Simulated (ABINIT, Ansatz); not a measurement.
# ZnS2 (Pa-3): bands and cutoff in G0W0 with ABINIT

Wanted: a converged G0W0 gap of ZnS2 (Pa-3), or an estimate of the limit.

Method: LDA and many-body steps on it, plane waves, in ABINIT 10.8.3.

Report form: the programs' logs are mostly left out.

### 1. The structure

The structure is cubic, space group Pa-3 (No. 205). The conventional cell has a = 5.945 Å, b = 5.945 Å, c = 5.945 Å, α = 90.00°, β = 90.00°, γ = 90.00°. Nearest to Zn lie 6 S at 2.52 Å. S has 1 S at 2.06 Å and 3 Zn at 2.52 Å nearest. Farther neighbours and most contacts between anions are not listed.

The cell and positions are those that the Materials Project relaxed with its own functionals (PBE, PBE+U or r2SCAN), kept fixed.

### 2. Empty states on the mesh, 2×2×2 mesh, 771 bands

This step: ABINIT 10.8.3; DFT, LDA, plane waves, norm-conserving pseudopotentials.

The sums over transitions need many empty states on a uniform mesh; this step solves for them.

run.abi

```
acell 3*1.0 Angstrom
rprim 
  5.945430460000 0.000000000000 0.000000000000
  0.000000000000 5.945430460000 0.000000000000
  0.000000000000 0.000000000000 5.945430460000
ntypat 2
znucl 30 16
natom 12
typat 1 1 1 1 2 2 2 2 2 2 2 2
xred 
  0.500000000000 0.500000000000 0.000000000000
  0.500000000000 0.000000000000 0.500000000000
  0.000000000000 0.500000000000 0.500000000000
  0.000000000000 0.000000000000 0.000000000000
  0.100246390000 0.899753610000 0.399753610000
  0.899753610000 0.399753610000 0.100246390000
  0.399753610000 0.100246390000 0.899753610000
  0.600246390000 0.600246390000 0.600246390000
  0.899753610000 0.100246390000 0.600246390000
  0.100246390000 0.600246390000 0.899753610000
  0.600246390000 0.899753610000 0.100246390000
  0.399753610000 0.399753610000 0.399753610000
pp_dirpath "pseudos"
pseudos "Zn.upf, S.upf"
ecut 30
ngkpt 2 2 2
nshiftk 1
shiftk 0 0 0
kptopt 1
chksymbreak 0
iscf -2
irdden 1
istwfk *1
nband 771
nbdbuf 70
tolwfr 1e-09
nstep 60
prtvol 0
indata_prefix "in"
outdata_prefix "out"
tmpdata_prefix "tmp"
```

The run is started by

```
> OMP_NUM_THREADS=4 mpirun -n 4 abinit run.abi > log
```

Wall time 6.4 min (4 MPI ranks of Arm Neoverse V2, shared host); peak memory 1 GiB; 60 min of CPU time.

This step gave:

```
gap                                                           : 1.640 eV
k of the valence top                                          : 0, 0, 0
k of the conduction bottom                                    : 0, 0, 0
least direct gap                                              : 1.640 eV
k points computed                                             : 4
lowest point of the top converged band, above the valence top : 110.0333 eV
```

On this mesh the gap is 1.640 eV.

The density comes from a self-consistent run that is not shown.

### 3. Screening, 2×2×2 mesh, 143 bands, screening to 95.2 eV

The RPA dielectric matrix is built and inverted for each q.

This step: RPA screening on LDA, plane waves, norm-conserving pseudopotentials.

Edit run.abi of step 2 so:

```diff
@@ -30,10 +30,11 @@
 chksymbreak 0
-iscf -2
-irdden 1
 istwfk *1
-nband 771
-nbdbuf 70
-tolwfr 1e-09
-nstep 60
-prtvol 0
+occopt 1
+irdwfk 1
+optdriver 3
+nband 143
+ecuteps 3.5
+inclvkb 2
+awtr 1
+symchi 1
 indata_prefix "in"
```

The run is started by

```
> OMP_NUM_THREADS=1 mpirun -n 16 abinit run.abi > log
```

It took 36 s on 16 MPI ranks; peak memory 8.6 GiB.

Numbers from this step:

```
ε∞ with local fields, on this mesh, along the program's q direction : 9.527
the same without local fields                                       : 10.58
plasma frequency                                                    : 28.98 eV
plane waves in the screening matrix                                 : 461
```

Local fields lower ε∞ by 10 %. On a Γ-centred mesh this coarse the value itself is usually too large, while a short band sum pulls it down.

### 4. 143 bands, 95.2 eV

The self-energy is evaluated for the states that the input lists, and the levels follow from it, in one-shot runs by the linearised quasiparticle equation.

This step: G0W0 on LDA, plane waves, norm-conserving pseudopotentials.

Edit run.abi of step 3 so:

```diff
@@ -33,8 +33,15 @@
 irdwfk 1
-optdriver 3
+optdriver 4
 nband 143
+gwcalctyp 0
+ecutsigx 30
+symsigma 1
+nkptgw 1
+kptgw 
+  0.0000000000 0.0000000000 0.0000000000
+bdgw 
+  63 66
 ecuteps 3.5
-inclvkb 2
-awtr 1
-symchi 1
+irdscr 1
+ppmodel 1
 indata_prefix "in"
```

The job ended after 4 s (16 MPI ranks; peak memory 3.7 GiB; 62 s of CPU time).

This step gave:

- G0W0 gap on the points computed: 2.757 eV
- starting gap on the mesh: 1.640 eV
- k of the valence top: 0, 0, 0
- k of the conduction bottom: 0, 0, 0
- Z at the valence top: 0.786
- Z at the conduction bottom: 0.793
- least direct G0W0 gap on the computed points: 2.757 eV

The gap on the mesh goes from 1.64 eV to 2.76 eV, a correction of +1.12 eV.

### 5. Screening, 2×2×2 mesh, 323 bands, screening to 176.9 eV

This step: RPA screening on LDA, plane waves, norm-conserving pseudopotentials.

Edit run.abi of step 4 so:

```diff
@@ -33,15 +33,8 @@
 irdwfk 1
-optdriver 4
-nband 143
-gwcalctyp 0
-ecutsigx 30
-symsigma 1
-nkptgw 1
-kptgw 
-  0.0000000000 0.0000000000 0.0000000000
-bdgw 
-  63 66
-ecuteps 3.5
-irdscr 1
-ppmodel 1
+optdriver 3
+nband 323
+ecuteps 6.5
+inclvkb 2
+awtr 1
+symchi 1
 indata_prefix "in"
```

The job ended after 3.1 min (16 MPI ranks; peak memory 14 GiB; 50 min of CPU time).

Numbers from this step:

```
ε∞ with local fields, on this mesh, along the program's q direction : 9.599
the same without local fields                                       : 10.63
plasma frequency                                                    : 28.98 eV
plane waves in the screening matrix                                 : 1141
```

### 6. 323 bands, 176.9 eV

This step: G0W0 on LDA, plane waves, norm-conserving pseudopotentials.

Edit run.abi of step 5 so:

```diff
@@ -33,8 +33,15 @@
 irdwfk 1
-optdriver 3
+optdriver 4
 nband 323
+gwcalctyp 0
+ecutsigx 30
+symsigma 1
+nkptgw 1
+kptgw 
+  0.0000000000 0.0000000000 0.0000000000
+bdgw 
+  63 66
 ecuteps 6.5
-inclvkb 2
-awtr 1
-symchi 1
+irdscr 1
+ppmodel 1
 indata_prefix "in"
```

Elapsed: 20 s, on 16 MPI ranks; peak memory 9.9 GiB.

Numbers from this step:

* G0W0 gap on the points computed: 2.677 eV
* starting gap on the mesh: 1.640 eV
* k of the valence top: 0, 0, 0
* k of the conduction bottom: 0, 0, 0
* Z at the valence top: 0.783
* Z at the conduction bottom: 0.79
* least direct G0W0 gap on the computed points: 2.677 eV

Against G0W0 in ABINIT (2×2×2 mesh, 143 bands, screening to 95.2 eV, Godby-Needs plasmon pole), the gap moves by −0.080 eV.

### 7. Screening, 2×2×2 mesh, 701 bands, screening to 272.1 eV

This step: RPA screening on LDA, plane waves, norm-conserving pseudopotentials.

Edit run.abi of step 6 so:

```diff
@@ -33,15 +33,8 @@
 irdwfk 1
-optdriver 4
-nband 323
-gwcalctyp 0
-ecutsigx 30
-symsigma 1
-nkptgw 1
-kptgw 
-  0.0000000000 0.0000000000 0.0000000000
-bdgw 
-  63 66
-ecuteps 6.5
-irdscr 1
-ppmodel 1
+optdriver 3
+nband 701
+ecuteps 10
+inclvkb 2
+awtr 1
+symchi 1
 indata_prefix "in"
```

Elapsed: 14 min, on 16 MPI ranks; peak memory 18 GiB; 3.8 h of CPU time.

This step gave:

| Quantity | Value |
| --- | --- |
| ε∞ with local fields, on this mesh, along the program's q direction | 9.624 |
| the same without local fields | 10.65 |
| plasma frequency | 28.98 eV |
| plane waves in the screening matrix | 2103 |

### 8. 701 bands, 272.1 eV

This step: G0W0 on LDA, plane waves, norm-conserving pseudopotentials.

Edit run.abi of step 7 so:

```diff
@@ -33,8 +33,16 @@
 irdwfk 1
-optdriver 3
+optdriver 4
 nband 701
+gwcalctyp 0
+ecutsigx 30
+symsigma 1
+nkptgw 1
+kptgw 
+  0.0000000000 0.0000000000 0.0000000000
+bdgw 
+  63 66
 ecuteps 10
-inclvkb 2
-awtr 1
-symchi 1
+irdscr 1
+ppmodel 1
+gwmem 01
 indata_prefix "in"
```

Wall time 2 min (16 MPI ranks); peak memory 13 GiB.

Numbers from this step:

```
G0W0 gap on the points computed              : 2.691 eV
starting gap on the mesh                     : 1.640 eV
k of the valence top                         : 0, 0, 0
k of the conduction bottom                   : 0, 0, 0
least direct G0W0 gap on the computed points : 2.691 eV
```

Against G0W0 in ABINIT (2×2×2 mesh, 323 bands, screening to 176.9 eV, Godby-Needs plasmon pole), the gap moves by +0.014 eV.

### 9. Side by side

Times are wall times on 16 MPI ranks of Arm Neoverse V2, shared host, good to a factor of about two. A run's time includes the screening step that it read.

| run | mesh | bands | screening cutoff (eV) | DFT gap (eV) | gap on the mesh (eV) | direct (eV) | ε∞ used | time |
| --- | --- | --- | --- | --- | --- | --- | --- | --- |
| 143 bands, 95.2 eV | 2×2×2 | 143 | 95.2 | 1.640 | 2.757 | 2.757 | 9.53 | 40 s |
| 323 bands, 176.9 eV | 2×2×2 | 323 | 176.9 | 1.640 | 2.677 | 2.677 | 9.60 | 3.5 min |
| 701 bands, 272.1 eV | 2×2×2 | 701 | 272.1 | 1.640 | 2.691 | 2.691 | 9.62 | 16 min |

### 10. What came out

- 143 bands, 95.2 eV: 2.757 eV
- 323 bands, 176.9 eV: 2.677 eV
- 701 bands, 272.1 eV: 2.691 eV
- known limits: not at the basis limit; coarse k mesh

**Reading.** From the first rung to the last the gap moves by −0.07 eV for 25 times the time. The gap turns back along the series, so no limit is drawn from it. In the first G0W0 run levels were corrected at 1 k point alone, so a gap called «on the mesh» is the least over those, and an edge elsewhere would be missed. A denser mesh or path gives a starting gap of 1.26 eV: the GW mesh misses a band edge, so its gaps are not the fundamental one. The 2×2×2 mesh is coarse for this cell, which bears on the long-range parts of exchange and screening.

[Paths, hosts, dates, memory and timing lines, banners, echoed tables and standing remarks are left out of the program output.]

[Logs are printed without paths, hosts, clocks, repeated set-up lines and the standing remarks that a program may print on its own settings, such as how far it seeks lower states.]

[Runs of the session that timed out or met a known fault of the program may be left out.]

[No measured gap is set beside runs whose start may be inverted or whose files or cutoffs have a known fault.]

[Hosts, paths, dates, database ids (printed as entryN), source tags and the programs' standing remarks are cut or masked in the printed files.]

[G0W0 gaps are taken among the corrected bands and points alone; a level outside them can change the order at an edge.]

[Where Ansatz stands beside ABINIT at settings called matched, ABINIT's density can come from a denser mesh and the files from another edition; pairs whose starting gaps differed by over 0.03 eV were left out, so agreement reads better than it is.]
